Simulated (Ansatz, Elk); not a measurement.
**Bonding as seen by X-rays: Sc6S**

Structure refinements treat a crystal as free atoms side by side. For a made-up structure of Sc6S (cell and positions from a PBE relaxation) the runs below show what the calculated density changes in F(hkl).

Program: Elk 11.2.3 (patched build). Level of theory: DFT, PBE, all-electron APW+lo, Dirac cores, scalar-relativistic bands, static density, no spin. Results are calculated unless marked as measured.

The structure was built from a prototype and need not be the compound's stable phase.

### Step 1. The starting structure

Symmetry: P-31m, No. 162, trigonal system. Conventional cell: a = 5.911 Å, b = 5.911 Å, c = 5.468 Å, α = 90.00°, β = 90.00°, γ = 120.00°. Sc has 1 S at 2.49 Å nearest. Nearest to S lie 6 Sc at 2.49 Å. Farther neighbours and most contacts between anions are not listed.

### Step 2. Ground state and structure factors

An all-electron density is needed, since X-rays see the cores too. Task 0 finds the density and task 195 Fourier-transforms it; tshift is off so that phases refer to the origin typed.

elk.in

```
tasks
  0
  195

xctype
  20

spinpol
  .false.

rgkmax
  7.0

gmaxvr
  14.0

lmaxo
  7

lmaxapw
  8

swidth
  0.002

tshift
  .false.

ramdisk
  .false.

hmaxvr
  5.5

maxscl
  120

epspot
  1e-06

sppath
  './'

avec
  11.16953325994 0.00000000000 0.00000000000
  -5.58476662997 9.67309955152 -0.00000000000
  0.00000000000 0.00000000000 10.33274199292

atoms
  2
  'Sc.in'
  6
  0.3480925830 0.3480925830 0.7441938740   0.000000 0.000000 0.000000
  0.6519074170 0.0000000000 0.7441938740   0.000000 0.000000 0.000000
  -0.0000000000 0.6519074170 0.7441938740   0.000000 0.000000 0.000000
  0.6519074170 0.6519074170 0.2558061260   0.000000 0.000000 0.000000
  -0.0000000000 0.3480925830 0.2558061260   0.000000 0.000000 0.000000
  0.3480925830 0.0000000000 0.2558061260   0.000000 0.000000 0.000000
  'S.in'
  1
  0.0000000000 0.0000000000 -0.0000000000   0.000000 0.000000 0.000000

ngridk
  5 5 4
```

The run is started by

```sh
> OMP_NUM_THREADS=4 elk
```

Numbers of over 12 decimals in the logs are rounded to 6 here.

The log of the run:

```text
┌─────────────────────────┐
│ Elk code version 11.2.3 │
└─────────────────────────┘

All units are atomic (Hartree, Bohr, etc.)

┌─────────────────────────────────────────────────┐
│ Ground-state run starting from atomic densities │
└─────────────────────────────────────────────────┘

Lattice vectors :
   11.16953326       0.000000000       0.000000000
  -5.584766630       9.673099552      -0.000000000
   0.000000000       0.000000000       10.33274199

Reciprocal lattice vectors :
  0.5625289044      0.3247762144      -0.000000000
   0.000000000      0.6495524287       0.000000000
  -0.000000000       0.000000000      0.6080849896

Unit cell volume      :    1116.390850
Brillouin zone volume :   0.2221894003

Muffin-tin inner radius fraction :   0.1000000000E-01

Nuclei treated as point charges

Species : 1 (Sc)
 parameters loaded from : Sc.in
 name : scandium
 nuclear charge    :   -21.00000000
 electronic charge :    21.00000000
 atomic mass :    81949.61073
 muffin-tin radius :    2.400000000
 number of radial points in muffin-tin :    993
 inner part over the whole radius :   0.9898716403E-02
 number on inner part of muffin-tin    :    698
 approximate nuclear radius :   0.6711386133E-04
 number of mesh points to nuclear radius :    323
 atomic positions (lattice), magnetic fields (Cartesian) :
  1 :   0.34809258  0.34809258 -0.25580613    0.00000000  0.00000000  0.00000000
  2 :  -0.34809258  0.00000000 -0.25580613    0.00000000  0.00000000  0.00000000
  3 :   0.00000000 -0.34809258 -0.25580613    0.00000000  0.00000000  0.00000000
  4 :  -0.34809258 -0.34809258  0.25580613    0.00000000  0.00000000  0.00000000
  5 :   0.00000000  0.34809258  0.25580613    0.00000000  0.00000000  0.00000000
  6 :   0.34809258  0.00000000  0.25580613    0.00000000  0.00000000  0.00000000

Species : 2 (S)
 parameters loaded from : S.in
 name : sulphur
 nuclear charge    :   -16.00000000
 electronic charge :    16.00000000
 atomic mass :    58450.91931
 muffin-tin radius :    2.200000000
 number of radial points in muffin-tin :    793
 inner part over the whole radius :   0.9890556315E-02
 number on inner part of muffin-tin    :    554
 approximate nuclear radius :   0.6195814986E-04
 number of mesh points to nuclear radius :    251
 atomic positions (lattice), magnetic fields (Cartesian) :
  1 :   0.00000000  0.00000000  0.00000000    0.00000000  0.00000000  0.00000000

Total number of atoms per unit cell :    7
Total muffin-tin volume :    392.0372528
 ratio of muffin-tin to unit cell volume :   0.3511648746

Spin treatment :
 spin-unpolarised

Number of Bravais lattice symmetries :   24
Number of crystal symmetries         :   12
Crystal has inversion symmetry
Real symmetric eigensolver will be used

k-point grid :      5     5     4
k-point offset :    0.000000000       0.000000000       0.000000000
k-point set is reduced with full crystal symmetry group
Total number of k-points :       17

Muffin-tin radius times maximum |G+k| :    7.000000000
 using average radius
Maximum |G+k| for APW functions       :    2.951807229
Maximum (1/2)|G+k|²                   :    4.356582958
Maximum |G| for potential and density :    14.00000000
Constant for pseudocharge density :    8
 order of it for each species :   15  15
 order of it for pair densities of each species (exact exchange by exxq0 0: 16) :   10   8
Radial integration step length :    1

G-vector grid sizes :     50    50    48
Number of G-vectors :    51653

Maximum angular momentum used for
 APW functions            :    8
 outer part of muffin-tin :    7
 inner part of muffin-tin :    2

Total nuclear charge    :   -142.0000000
Total core charge       :    70.00000000
Total valence charge    :    72.00000000
Total excess charge     :    0.000000000
Total electronic charge :    142.0000000

Effective Wigner radius, rₛ :    1.233520690

Number of empty states         :     28
Total number of valence states :     65
Total number of core states    :     70

[...]
nuclear-nuclear             :     -754.52606190500
 electron-nuclear            :     -10409.965310825
 Hartree                     :      1415.8829105102
 Madelung                    :     -5949.4501917037
 xc potential                :     -338.04686071544
 exchange                    :     -253.90166040368
 correlation                 :     -5.974863
 electron entropic           :    -0.27553932621296E-02
 total energy                :     -4986.0002646392

Density of states at Fermi energy :    206.4007220
 (states/Hartree/unit cell)

Estimated indirect band gap :   0.6018189839E-03
 from k-point 5 to k-point 1
Estimated direct band gap   :   0.4026201069E-02
 at k-point 1

Charges :
 core                        :    70.00000000
 valence                     :    72.00000000
 interstitial                :    13.11044004
 muffin-tins (core leakage)
  species : 1 (Sc)
[...]
species : 2 (S)
[...]
total in muffin-tins        :    128.8895600
 total calculated charge     :    142.0003012
 total charge                :    142.0000000
 error                       :   0.3011870064E-03

RMS change in Kohn-Sham potential (target) :   0.3342403192     (  0.1000000000E-05)
Absolute change in total energy (target)   :   0.3002951711     (  0.1000000000E-03)

[... loops 3 to 13 left out ...]

┌──────────────────┐
│ Loop number : 14 │
└──────────────────┘

Energies :
 Fermi                       :     0.206536
 sum of occupied eigenvalues :     -2906.7531019643
 electron kinetic            :      5025.8514452253
 core electron kinetic       :      4677.1841917577
 Coulomb                     :     -9750.3492689981
 Coulomb potential           :     -7595.7210145097
 nuclear-nuclear             :     -754.52606190500
 electron-nuclear            :     -10416.160565035
 Hartree                     :      1420.3373579415
 Madelung                    :     -5952.4887617432
 xc potential                :     -336.88353267989
 exchange                    :     -254.20000374694
 correlation                 :     -5.974920
 electron entropic           :    -0.33285829284943E-02
 total energy                :     -4984.6760758377

Density of states at Fermi energy :    247.5126339
 (states/Hartree/unit cell)

Estimated indirect band gap :   0.2484771595E-03
 from k-point 2 to k-point 4
Estimated direct band gap   :   0.4338754087E-02
 at k-point 7

Charges :
 core                        :    70.00000000
 valence                     :    72.00000000
 interstitial                :    12.76674017
 muffin-tins (core leakage)
  species : 1 (Sc)
[...]
species : 2 (S)
[...]
total in muffin-tins        :    129.2332598
 total calculated charge     :    142.0003254
 total charge                :    142.0000000
 error                       :   0.3253550468E-03

RMS change in Kohn-Sham potential (target) :   0.6426508725E-06 (  0.1000000000E-05)
Absolute change in total energy (target)   :   0.2013460835E-04 (  0.1000000000E-03)

Convergence targets achieved

┌──────────────────┐
│ Loop number : 15 │
└──────────────────┘

Energies :
 Fermi                       :     0.206536
 sum of occupied eigenvalues :     -2906.7531054716
 electron kinetic            :      5025.8514192093
 core electron kinetic       :      4677.1841723296
 Coulomb                     :     -9750.3492377781
 Coulomb potential           :     -7595.7209976510
 nuclear-nuclear             :     -754.52606190500
 electron-nuclear            :     -10416.160521993
 Hartree                     :      1420.3373461204
 Madelung                    :     -5952.4887389526
 xc potential                :     -336.88352702999
 exchange                    :     -254.20000276787
 correlation                 :     -5.974920
 electron entropic           :    -0.33285891536714E-02
 total energy                :     -4984.6760695730

Density of states at Fermi energy :    247.5130644
 (states/Hartree/unit cell)

Estimated indirect band gap :   0.2483770429E-03
 from k-point 2 to k-point 4
Estimated direct band gap   :   0.4338729077E-02
 at k-point 7

Charges :
 core                        :    70.00000000
 valence                     :    72.00000000
 interstitial                :    12.76673885
 muffin-tins (core leakage)
  species : 1 (Sc)
[...]
atom 5                    :    19.07863531     ( -0.2163386945E-06)
   atom 6                    :    19.07863531     ( -0.2163386945E-06)
  species : 2 (S)
   atom 1                    :    14.76144930     (  0.7184197506E-04)
 total in muffin-tins        :    129.2332611
 total calculated charge     :    142.0003254
 total charge                :    142.0000000
 error                       :   0.3253561919E-03

┌──────────────────────────────┐
│ Self-consistent loop stopped │
└──────────────────────────────┘

Wrote STATE.OUT
```

Wall time 42 s (4 threads of AMD EPYC 7B13 (Zen 3), shared host); peak memory 0.27 GiB; 90 s of CPU time.

SFACRHO.OUT:

```text

h k l indices transformed by vhmat matrix:
   1.000000000       0.000000000       0.000000000    
   0.000000000       1.000000000       0.000000000    
   0.000000000       0.000000000       1.000000000    

      h      k      l  multipl.   |H|            Re(F)            Im(F)           |F|

      0      0      0      1   0.0000000       142.00000      0.92994631E-16   142.00000    
      0      0     -1      2  0.60808499       10.395224      0.19891931E-14   10.395224    
     -1      0      0      6  0.64955243       8.5433069      0.78334882E-14   8.5433069    
     -1      0     -1     12  0.88976722       13.461872      0.39591842E-14   13.461872    
     -1     -1      0      6   1.1250578      -35.348987     -0.11548104E-13   35.348987    
      0      0     -2      2   1.2161700      -81.115584      0.39279620E-13   81.115584    
     -1      2      1      6   1.2788755       91.545848      0.24243557E-13   91.545848    
     -1     -1     -1      6   1.2788755      -65.428839      0.19968865E-14   65.428839    
      2      0      0      6   1.2991049       21.426427     -0.11669230E-13   21.426427    
     -1      0      2     12   1.3787631       15.534181     -0.77199401E-14   15.534181    
      2      0      1     12   1.4343782       10.398821     -0.14548414E-13   10.398821    
     -2      1     -2      6   1.6567512       45.663484     -0.38117184E-14   45.663484    
      1      1      2      6   1.6567512       55.920286     -0.19387086E-14   55.920286    
     -1     -2      0     12   1.7185542       11.091233     -0.15439782E-13   11.091233    
      0      2     -2     12   1.7795344      0.59745145      0.74632463E-14  0.59745145    
     -1      3     -1     12   1.8229635       19.847353     -0.77641875E-14   19.847353    
      3     -1      1     12   1.8229635      -1.2084286     -0.11645606E-13   1.2084286    
      0      0     -3      2   1.8242550       17.917414     -0.37893913E-14   17.917414
```

Elk indexes on the primitive cell of elk.in and gives |H| = 4π sin θ/λ in inverse bohr. Below, one row stands for each form hkl of the conventional cell (m members, Friedel mates merged), F is for one primitive cell and the density is static (no thermal factor). Free-atom factors are Waasmaier and Kirfel's, and R is Σm||F|−|F'||/Σm|F|.

| hkl | m | sin θ/λ (Å⁻¹) | abs F, DFT | neutral atoms | diff. |
| --- | --- | --- | --- | --- | --- |
| 001 | 2 | 0.091 | 10.395 | 10.351 | +0.044 |
| 100 | 6 | 0.098 | 8.543 | 8.492 | +0.051 |
| 101 | 12 | 0.134 | 13.462 | 13.296 | +0.166 |
| 110 | 6 | 0.169 | 35.349 | 35.769 | -0.420 |
| 002 | 2 | 0.183 | 81.116 | 81.988 | -0.873 |
| 2 -1 1 | 6 | 0.192 | 91.546 | 92.041 | -0.495 |
| 111 | 6 | 0.192 | 65.429 | 66.071 | -0.642 |
| 200 | 6 | 0.195 | 21.426 | 21.513 | -0.086 |
| 102 | 12 | 0.207 | 15.534 | 15.562 | -0.028 |
| 201 | 12 | 0.216 | 10.399 | 10.344 | +0.055 |
| 2 -1 2 | 6 | 0.249 | 45.663 | 45.598 | +0.066 |
| 112 | 6 | 0.249 | 55.920 | 55.926 | -0.006 |
| 210 | 12 | 0.258 | 11.091 | 11.157 | -0.066 |
| 202 | 12 | 0.268 | 0.598 | 0.684 | -0.086 |

### Step 3. The highest occupied states alone

An energy window below the Fermi level keeps the highest occupied states, to see at which angles they scatter; shallow core shells can lie inside it and anion s states outside. No new self-consistency is needed.

elk.in, as its differences from that of step 2:

```diff
@@ -1,3 +1,2 @@
 tasks
-  0
   195
@@ -40,2 +39,5 @@
 
+wsfac
+  -0.344700 0.506540
+
 sppath
```

The run is started by

```sh
> OMP_NUM_THREADS=4 elk
```

The log of the run:

```text
┌─────────────────────────────────┐
│ Elk code version 11.2.3 started │
└─────────────────────────────────┘

Info(readinput): the functional depends on the density's gradient
 muffin-tin radial points multiplied by    2.00000
 (not where nrmtscf is given)

┌────────────────────┐
│ Current task : 195 │
└────────────────────┘

Info(sfacrho): density structure factors written to SFACRHO.OUT

 Energy window :  -0.3447000000      0.5065400000

┌──────────────────┐
│ Elk code stopped │
└──────────────────┘
```

It took 14 s on 4 threads; peak memory 0.18 GiB; 15 s of CPU time.

States within 15 eV below the Fermi level hold 24.00 electrons; any levels below the window count with the cores. Their amplitudes can exceed the total, where window and core parts have opposite phase:

| hkl | sin θ/λ (Å⁻¹) | abs F, window | abs F, all |
| --- | --- | --- | --- |
| 001 | 0.091 | 4.210 | 10.395 |
| 100 | 0.098 | 3.968 | 8.543 |
| 101 | 0.134 | 3.514 | 13.462 |
| 110 | 0.169 | 1.365 | 35.349 |
| 002 | 0.183 | 0.447 | 81.116 |
| 2 -1 1 | 0.192 | 3.332 | 91.546 |
| 111 | 0.192 | 0.606 | 65.429 |
| 200 | 0.195 | 1.967 | 21.426 |
| 102 | 0.207 | 1.613 | 15.534 |
| 201 | 0.216 | 1.409 | 10.399 |

### Step 4. Another functional

The difference from free atoms is small, so it is set against the change that LDA (Perdew-Wang) makes.

elk.in, as its differences from that of step 3:

```diff
@@ -1,2 +1,3 @@
 tasks
+  0
   195
@@ -4,3 +5,3 @@
 xctype
-  20
+  3
 
@@ -39,5 +40,2 @@
 
-wsfac
-  -0.344700 0.506540
-
 sppath
```

The run is started by

```sh
> OMP_NUM_THREADS=4 elk
```

The log of the run:

```text
┌─────────────────────────┐
│ Elk code version 11.2.3 │
└─────────────────────────┘

All units are atomic (Hartree, Bohr, etc.)

┌─────────────────────────────────────────────────┐
│ Ground-state run starting from atomic densities │
└─────────────────────────────────────────────────┘

Lattice vectors :
   11.16953326       0.000000000       0.000000000
  -5.584766630       9.673099552      -0.000000000
   0.000000000       0.000000000       10.33274199

Reciprocal lattice vectors :
  0.5625289044      0.3247762144      -0.000000000
[...]
valence                     :    72.00000000
 interstitial                :    12.65094985
 muffin-tins (core leakage)
  species : 1 (Sc)
[...]
atom 6                    :    19.10122208     ( -0.3512607806E-05)
  species : 2 (S)
   atom 1                    :    14.74171767     (  0.6549249801E-04)
 total in muffin-tins        :    129.3490502
 total calculated charge     :    142.0003445
 total charge                :    142.0000000
 error                       :   0.3444621906E-03

┌──────────────────────────────┐
│ Self-consistent loop stopped │
└──────────────────────────────┘

Wrote STATE.OUT
[key lines of the parts left out:]
total energy                :     -4973.1876942474
```

Elapsed: 26 s, on 4 threads; peak memory 0.22 GiB.

Against the first run R = 0.07 %; the largest change is -0.080 at 2 -1 3.

### Step 5. A coarser k-mesh

About half the k-points along each axis test the sampling.

elk.in, as its differences from that of step 4:

```diff
@@ -5,3 +5,3 @@
 xctype
-  3
+  20
 
@@ -63,2 +63,2 @@
 ngridk
-  5 5 4
+  2 2 2
```

The run is started by

```sh
> OMP_NUM_THREADS=4 elk
```

The log of the run:

```text
┌─────────────────────────┐
│ Elk code version 11.2.3 │
└─────────────────────────┘

All units are atomic (Hartree, Bohr, etc.)

┌─────────────────────────────────────────────────┐
│ Ground-state run starting from atomic densities │
└─────────────────────────────────────────────────┘

Lattice vectors :
   11.16953326       0.000000000       0.000000000
  -5.584766630       9.673099552      -0.000000000
   0.000000000       0.000000000       10.33274199

Reciprocal lattice vectors :
  0.5625289044      0.3247762144      -0.000000000
[...]
valence                     :    72.00000000
 interstitial                :    12.75425465
 muffin-tins (core leakage)
  species : 1 (Sc)
[...]
atom 6                    :    19.08028290     ( -0.2163377797E-06)
  species : 2 (S)
   atom 1                    :    14.76404793     (  0.7188707853E-04)
 total in muffin-tins        :    129.2457453
 total calculated charge     :    142.0003541
 total charge                :    142.0000000
 error                       :   0.3540927689E-03

┌──────────────────────────────┐
│ Self-consistent loop stopped │
└──────────────────────────────┘

Wrote STATE.OUT
[key lines of the parts left out:]
total energy                :     -4984.6671855781
```

Elapsed: 24 s, on 4 threads; peak memory 0.26 GiB; 41 s of CPU time.

Against the first run R = 0.04 %; the largest change is -0.052 at 004.

### Step 6. Settings against the effect

| run | R against the first run (%) | R against neutral atoms, low angle (%) | wall time |
| --- | --- | --- | --- |
| PBE, rgkmax 7 | 0.00 | 0.60 | 42 s |
| LDA (Perdew-Wang) | 0.07 | 0.56 | 26 s |
| k-mesh 2×2×2 | 0.04 | 0.61 | 24 s |

### Step 7. Results

```
R against neutral atoms, sin θ/λ < 0.3 Å⁻¹ : 0.60 %
R against neutral atoms, 0.3 to 0.64 Å⁻¹   : 0.24 %
```

Independent neutral atoms miss the calculated amplitudes by R = 0.60 % below 0.3 Å⁻¹ and 0.24 % from there to 0.64 Å⁻¹; by shells, 1.02 % below 0.15 Å⁻¹ (3 forms), 0.57 % 0.15 to 0.3 (16 forms), 0.32 % 0.3 to 0.45 (38 forms), 0.21 % above 0.45 (92 forms). Bonding, aspherical density and the tables' own atoms all enter these figures, and the runs don't part them. The largest change of an amplitude is -0.87 electrons, at 002. The window's part falls from 24.0 electrons at the origin to at most 0.44 between 0.45 and 0.64 Å⁻¹. Below 0.3 Å⁻¹ the changes that finished (LDA (Perdew-Wang) and k-mesh 2×2×2) move F by R = 0.06 % at most, against the 0.60 % that separates it from free atoms. The basis has no finished test. Part of the difference isn't bonding: the tables are fits to free atoms and ions calculated by other methods than this functional. Thermal motion, anomalous dispersion and extinction are left out.

[Logs are printed without paths, hosts, clocks, repeated set-up lines and the standing remarks that a program may print on its own settings, such as how far it seeks lower states.]

[Hosts, paths, dates, database ids (printed as entryN), source tags and the programs' standing remarks are cut or masked in the printed files.]
